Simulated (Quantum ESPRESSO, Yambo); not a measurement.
# A GW chain in Yambo: SnSe2 (1T monolayer), part 2 of 3

Aim: the G0W0 gap of SnSe2 (1T monolayer) on PBE, step by step.

Quantum ESPRESSO 7.5 and Yambo 5.3.0; PBE and many-body steps on it, plane waves. Known limits of the many-body steps: not at the basis limit; no spin-orbit coupling.

So far. Step 2 (Ground state): The gap is indirect, with the least direct gap 0.30 eV higher. Step 3 (Bands along the symmetry lines): The gap is 0.783 eV, −0.059 eV from the run before at this level.

### Step 4. Empty states on the mesh, 6×6×1 mesh, 126 bands

Level of this step: DFT, PBE, plane waves, norm-conserving pseudopotentials (Quantum ESPRESSO).

The sums over transitions need many empty states on a uniform mesh; this step solves for them.

pw.in

```
&control
  calculation = 'nscf'
  prefix = 'x'
  outdir = 'o'
  pseudo_dir = 'pseudo'
/
&system
  ibrav = 0
  nat = 3
  ntyp = 2
  ecutwfc = 104.0
  nbnd = 126
  force_symmorphic = .true.
/
&electrons
  conv_thr = 1e-9
  electron_maxstep = 80
  diago_full_acc = .true.
  diago_thr_init = 5e-6
/
ATOMIC_SPECIES
  Sn 118.71 Sn.upf
  Se 78.971 Se.upf
CELL_PARAMETERS angstrom
  3.8732937303 -0.0000000001 0.0000000000
  -1.9366468651 3.3543707668 0.0000000000
  0.0000000000 0.0000000000 15.0000000000
ATOMIC_POSITIONS crystal
  Sn 0.0000000000 0.0000000000 0.5000000000
  Se 0.3333333333 0.6666666667 0.6063661892
  Se 0.6666666667 0.3333333333 0.3936338108
K_POINTS automatic
  6 6 1 0 0 0
```

Run with:

```console
$ OMP_NUM_THREADS=1 mpirun -n 8 pw.x -nk 4 -in pw.in > pw.out
```

The program printed:

```text
[banner, memory and clock lines left out]
Program PWSCF v.7.5 starts

     Atomic positions and unit cell read from directory:
     o/x.save/

     Message from routine setup:
     using ibrav=0 with symmetry is DISCOURAGED, use correct ibrav instead

     bravais-lattice index     =            0
     lattice parameter (alat)  =       7.3195  a.u.
     unit-cell volume          =    1315.1623 (a.u.)^3
     number of atoms/cell      =            3
     number of atomic types    =            2
     number of electrons       =        70.00
     number of Kohn-Sham states=          126
     kinetic-energy cutoff     =     104.0000  Ry
     charge density cutoff     =     416.0000  Ry
     Exchange-correlation= PBE
                           (   1   4   3   4   0   0   0)

     celldm(1)=   7.319464  celldm(2)=   0.000000  celldm(3)=   0.000000
     celldm(4)=   0.000000  celldm(5)=   0.000000  celldm(6)=   0.000000

     crystal axes: (cart. coord. in units of alat)
               a(1) = (   1.000000  -0.000000   0.000000 )
               a(2) = (  -0.500000   0.866025   0.000000 )
               a(3) = (   0.000000   0.000000   3.872673 )

     reciprocal axes: (cart. coord. in units 2 pi/alat)
               b(1) = (  1.000000  0.577350 -0.000000 )
               b(2) = (  0.000000  1.154701 -0.000000 )
               b(3) = ( -0.000000 -0.000000  0.258220 )
     Pseudo is Norm-conserving + core correction, Zval = 22.0
     Generated using ONCVPSP code by D. R. Hamann
     Using radial grid of 1628 points,  6 beta functions with:
     Pseudo is Norm-conserving + core correction, Zval = 24.0
     Generated using ONCVPSP code by D. R. Hamann
     Using radial grid of 1214 points,  6 beta functions with:
     Sn               22.00   118.71000     Sn( 1.00)
     Se               24.00    78.97100     Se( 1.00)

     12 Sym. Ops., with inversion, found

   Cartesian axes

     site n.     atom                  positions (alat units)
         1        Sn     tau(   1) = (   0.0000000   0.0000000   1.9363365  )
         2        Se     tau(   2) = (  -0.0000000   0.5773503   2.3482580  )
         3        Se     tau(   3) = (   0.5000000   0.2886751   1.5244150  )

     number of k points=     7
                       cart. coord. in units 2pi/alat
        k(    1) = (   0.0000000   0.0000000   0.0000000), wk =   0.0555556
        k(    2) = (   0.0000000   0.1924501   0.0000000), wk =   0.3333333
        k(    3) = (   0.0000000   0.3849002   0.0000000), wk =   0.3333333
        k(    4) = (  -0.0000000  -0.5773503   0.0000000), wk =   0.1666667
        k(    5) = (   0.1666667   0.2886751   0.0000000), wk =   0.3333333
        k(    6) = (   0.1666667   0.4811252   0.0000000), wk =   0.6666667
        k(    7) = (   0.3333333   0.5773503   0.0000000), wk =   0.1111111

     Dense  grid:   188435 G-vectors     FFT dimensions: (  48,  48, 192)

     The potential is recalculated from file :
     o/x.save/charge-density

     Starting wfcs are   39 randomized atomic wfcs +   87 random wfcs

     Band Structure Calculation

     End of band structure calculation

          k = 0.0000 0.0000 0.0000 ( 23571 PWs)   bands (ev):

  -206.8599-206.8599-146.3526-146.3526-146.3526-146.3526-146.3115-146.3115
  -129.0131 -84.7911 -84.7911 -84.7816 -46.5343 -46.5343 -46.5343 -46.5343
   -46.4965 -46.4965 -46.4963 -46.4963 -46.4839 -46.4838 -20.9839 -20.9839
   -20.9542 -20.9443 -20.9443 -13.1677 -11.9089  -5.3988  -0.8823  -0.3200
[...]
[... 4 further rows ...]
[...]
35.9762  35.9762  36.0068  36.0068  36.1327  36.5877

          k = 0.0000 0.1925 0.0000 ( 23527 PWs)   bands (ev):

  -206.8599-206.8599-146.3526-146.3526-146.3526-146.3526-146.3115-146.3115
[...]
[... 4 further rows ...]
[...]
34.3554  34.8185  35.1631  35.3309  35.7152  35.9614

          k = 0.0000 0.3849 0.0000 ( 23518 PWs)   bands (ev):

  -206.8599-206.8599-146.3526-146.3526-146.3526-146.3526-146.3115-146.3115
[...]
20.6263  20.8093  21.0571  21.2159  21.6908  21.8669  22.4253  22.5133
     [... 4 further rows ...]
    32.6469  32.6887  33.1702  33.2932  33.3678  33.4839  33.5796  33.6396
    33.8729  34.2216  34.5258  34.7495  35.0667  35.1487

          k =-0.0000-0.5774 0.0000 ( 23560 PWs)   bands (ev):

     [... further k-points ...]

     highest occupied, lowest unoccupied level (ev):     0.1302    0.9237

     XML data file, pseudopotentials, collected wavefunctions
```

Wall time 26 s (8 MPI ranks of Arm Neoverse V2, shared host); peak memory 1.6 GiB; 3.5 min of CPU time.

This step gave:

* gap: 0.7935 eV
* k of the valence top: 0, 0.1667, 0
* k of the conduction bottom: 0, -0.5, 0
* least direct gap: 1.098 eV
* k points computed: 7
* lowest point of the top converged band, above the valence top: 34.80 eV

On this mesh the gap is 0.793 eV.

### Step 5. Conversion and set-up

This step: Yambo 5.3.0; conversion and set-up on PBE, plane waves, norm-conserving pseudopotentials.

The states are converted to the many-body program's format and the q mesh is built.

Run with:

```console
$ (cd o/x.save; p2y > p2y.log; mv SAVE ../..); yambo > setup.log
```

The program printed:

```text
 Yambo, version 5.3.0

 [02] CORE Variables Setup
 =========================

  [02.01] Unit cells
  ==================

  Cell kind             :  HCP
  Atoms in the cell     :  Sn  Se
  number of Sn atoms    :  1
  number of Se atoms    :  2

  List of atomic masses
  Mass of Sn    :  118.7100
  Mass of Se    :  78.97100

  List of atomic coordinates    : [cc]
  Sn1       :   0.00000   0.00000  14.17295  order 1
  Se1       : -0.30298E-09   4.2259       17.188      order 2
  Se2       :   3.65973   2.11295  11.15790  order 3

  Alat factors          :   7.31946   6.33884  28.34589 [a.u.]
  Direct lattice volume :   1315.16    [a.u.]
  Direct lattice vectors:  A[ 1 ]  A[ 2 ]  A[ 3 ]
   A[ 1 ]:   1.0000     -0.29812E-10   0.0000      [iru]
    7.3195     -0.18897E-09   0.0000      [cc]
   A[ 2 ]: -0.500000  1.000000  0.000000  [iru]
  -3.659732  6.338842  0.000000  [cc]
   A[ 3 ]:  0.000000  0.000000  1.000000  [iru]
    0.00000   0.00000  28.34589  [cc]

  Recip. lattice volume :  0.188608 [a.u.]
  Recip. lattice vectors:  B[ 1 ]  B[ 2 ]  B[ 3 ]
   B[ 1 ]:  1.000000  0.500000  0.000000  [iku]
   0.858421  0.495610 -0.000000  [cc]
   B[ 2 ]:  0.29812E-10   1.0000       0.0000      [iku]
   0.25591E-10  0.99122      -0.0000      [cc]
   B[ 3 ]:  0.000000  0.000000  1.000000  [iku]
  -0.000000 -0.000000  0.221661  [cc]

  [02.02] Symmetries
  ==================

  Inversion symmetry    : yes
  Spatial inversion     : yes
  Inversion index       :   7
  K-space Time-reversal : no
  Magnetic symmetries   : no
  Group table correct   : yes
  Symmetries units      :  [cc]

   [S  1]:   1.0000     -0.95069E-27   0.0000      0.23241E-17   1.0000       0.0000       0.0000       0.0000       1.0000
   [S  2]:   1.0000     -0.51636E-10   0.0000     -0.29812E-10  -1.0000       0.0000       0.0000       0.0000      -1.0000
   [S  3]: -0.500000  0.866025  0.000000 -0.866025 -0.500000  0.000000  0.000000  0.000000  1.000000
[...]
[S 11]:  0.500000  0.866025  0.000000  0.866025 -0.500000  0.000000  0.000000  0.000000  1.000000
   [S 12]:  0.500000 -0.866025  0.000000 -0.866025 -0.500000  0.000000  0.000000  0.000000  1.000000

  [02.03] Reciprocal space
  ========================

  nG shells         :   8183
  nG charge         :  188435
  nG WFs            :  27503
  nC WFs            :  23640
  G-vecs. in first 80 shells:  [ Number ]
     1    3    5    7    9   15   27   39   41
    53   65   67   79   81   93   99  111  123
   125  137  149  161  167  179  181  193  205
[...]
809   811   823   835   841   865   877   889
  ...
  Shell energy in first 80 shells:  [ mHa ]
[...]
4323.21      4421.32      4421.72      4445.89      4446.36      4519.59      4642.43      4642.58      4643.06
    4814.39      4815.10      4937.62      5011.09      5011.40      5035.50      5305.73      5306.36      5428.72
[...]
K/Q-points units:
  rlu = crystal or reduced units; cc = cartesian coordinates; iku = interal k-units

  K [1]          [rlu]:  0.000000  0.000000  0.000000
         WF components:  23571
  K [2]          [rlu]: -0.18335E-26  0.16667       0.0000
         WF components:  23527
  K [3]          [rlu]: -0.36669E-26  0.33333       0.0000
         WF components:  23518
  K [4]          [rlu]:  0.70890E-26 -0.50000       0.0000
         WF components:  23560
  K [5]          [rlu]:  0.166667  0.166667  0.000000
         WF components:  23534
  K [6]          [rlu]:  0.166667  0.333333  0.000000
         WF components:  23572
  K [7]          [rlu]:  0.333333  0.333333  0.000000
         WF components:  23640

  [02.05] Energies & Occupations
  ==============================

  [X] === General ===
  [X] Electronic Temperature                        :  0.000000  0.000000 [eV K]
  [X] Bosonic    Temperature                        :  0.000000  0.000000 [eV K]
  [X] Finite Temperature mode                       : no
  [X] El. density                                   :  0.35918E+24 [cm-3]
  [X] Fermi Level                                   :  0.130244 [eV]

  [X] === Gaps and Widths ===
  [X] Conduction Band Min                           :  0.793470 [eV]
  [X] Valence Band Max                              :  0.000000 [eV]
  [X] Filled Bands                                  :   35
  [X] Empty Bands                                   :   36  126
  [X] Direct Gap                                    :  1.097955 [eV]
  [X] Direct Gap localized at k                     :   4
  [X] Indirect Gap                                  :  0.793470 [eV]
  [X] Indirect Gap between kpts                     :   2   4
  [X] Last valence band width                       :  0.765720 [eV]
  [X] 1st conduction band width                     :  1.360906 [eV]

  E @ K [1]:  [eV]
  -206.9901 -206.9901 -146.4828 -146.4828 -146.4828 -146.4828 -146.4417 -146.4417
[...]
occ @ K [1]
[...]
E @ K [2]:  [eV]
[...]
occ @ K [2]
[...]
E @ K [3]:  [eV]
[...]
occ @ K [3]
[...]
E @ K [4]:  [eV]
[...]
occ @ K [4]
[...]
E @ K [5]:  [eV]
[...]
occ @ K [5]
[...]
E @ K [6]:  [eV]
[...]
occ @ K [6]
[...]
E @ K [7]:  [eV]
[...]
occ @ K [7]
[...]
0.000000  0.000000  0.000000  0.000000  0.000000  0.000000  0.000000  0.000000
   0.000000  0.000000  0.000000  0.000000  0.000000  0.000000  0.000000  0.000000

 [03] Transferred momenta grid and indexing
 ==========================================

 IBZ Q-points                                      :   7
 BZ  Q-points                                      :   36

 K/Q-points units:
 rlu = crystal or reduced units; cc = cartesian coordinates; iku = interal k-units

 Q [1]          [rlu]:  0.000000  0.000000  0.000000
 Q [2]          [rlu]:  0.44728E-18  0.16667       0.0000
 Q [3]          [rlu]:  0.89455E-18  0.33333       0.0000
 Q [4]          [rlu]: -0.13418E-17 -0.50000       0.0000
 Q [5]          [rlu]:  0.166667  0.166667  0.000000
 Q [6]          [rlu]:  0.166667  0.333333  0.000000
 Q [7]          [rlu]:  0.333333  0.333333  0.000000

  [03.01] X indexes
  =================

   [03.01.01] Sigma indexes
   ========================

 [06] Game Over & Game summary
```

The job ended after 3.7 s (1 MPI rank; peak memory 0.27 GiB).

[end of part 2 of 3]

[Paths, hosts, dates, memory and timing lines, banners, echoed tables and standing remarks are left out of the program output.]

[Logs are printed without paths, hosts, clocks, repeated set-up lines and the standing remarks that a program may print on its own settings, such as how far it seeks lower states.]

[Runs of the session that timed out or met a known fault of the program may be left out.]

[Hosts, paths, dates, database ids (printed as entryN), source tags and the programs' standing remarks are cut or masked in the printed files.]
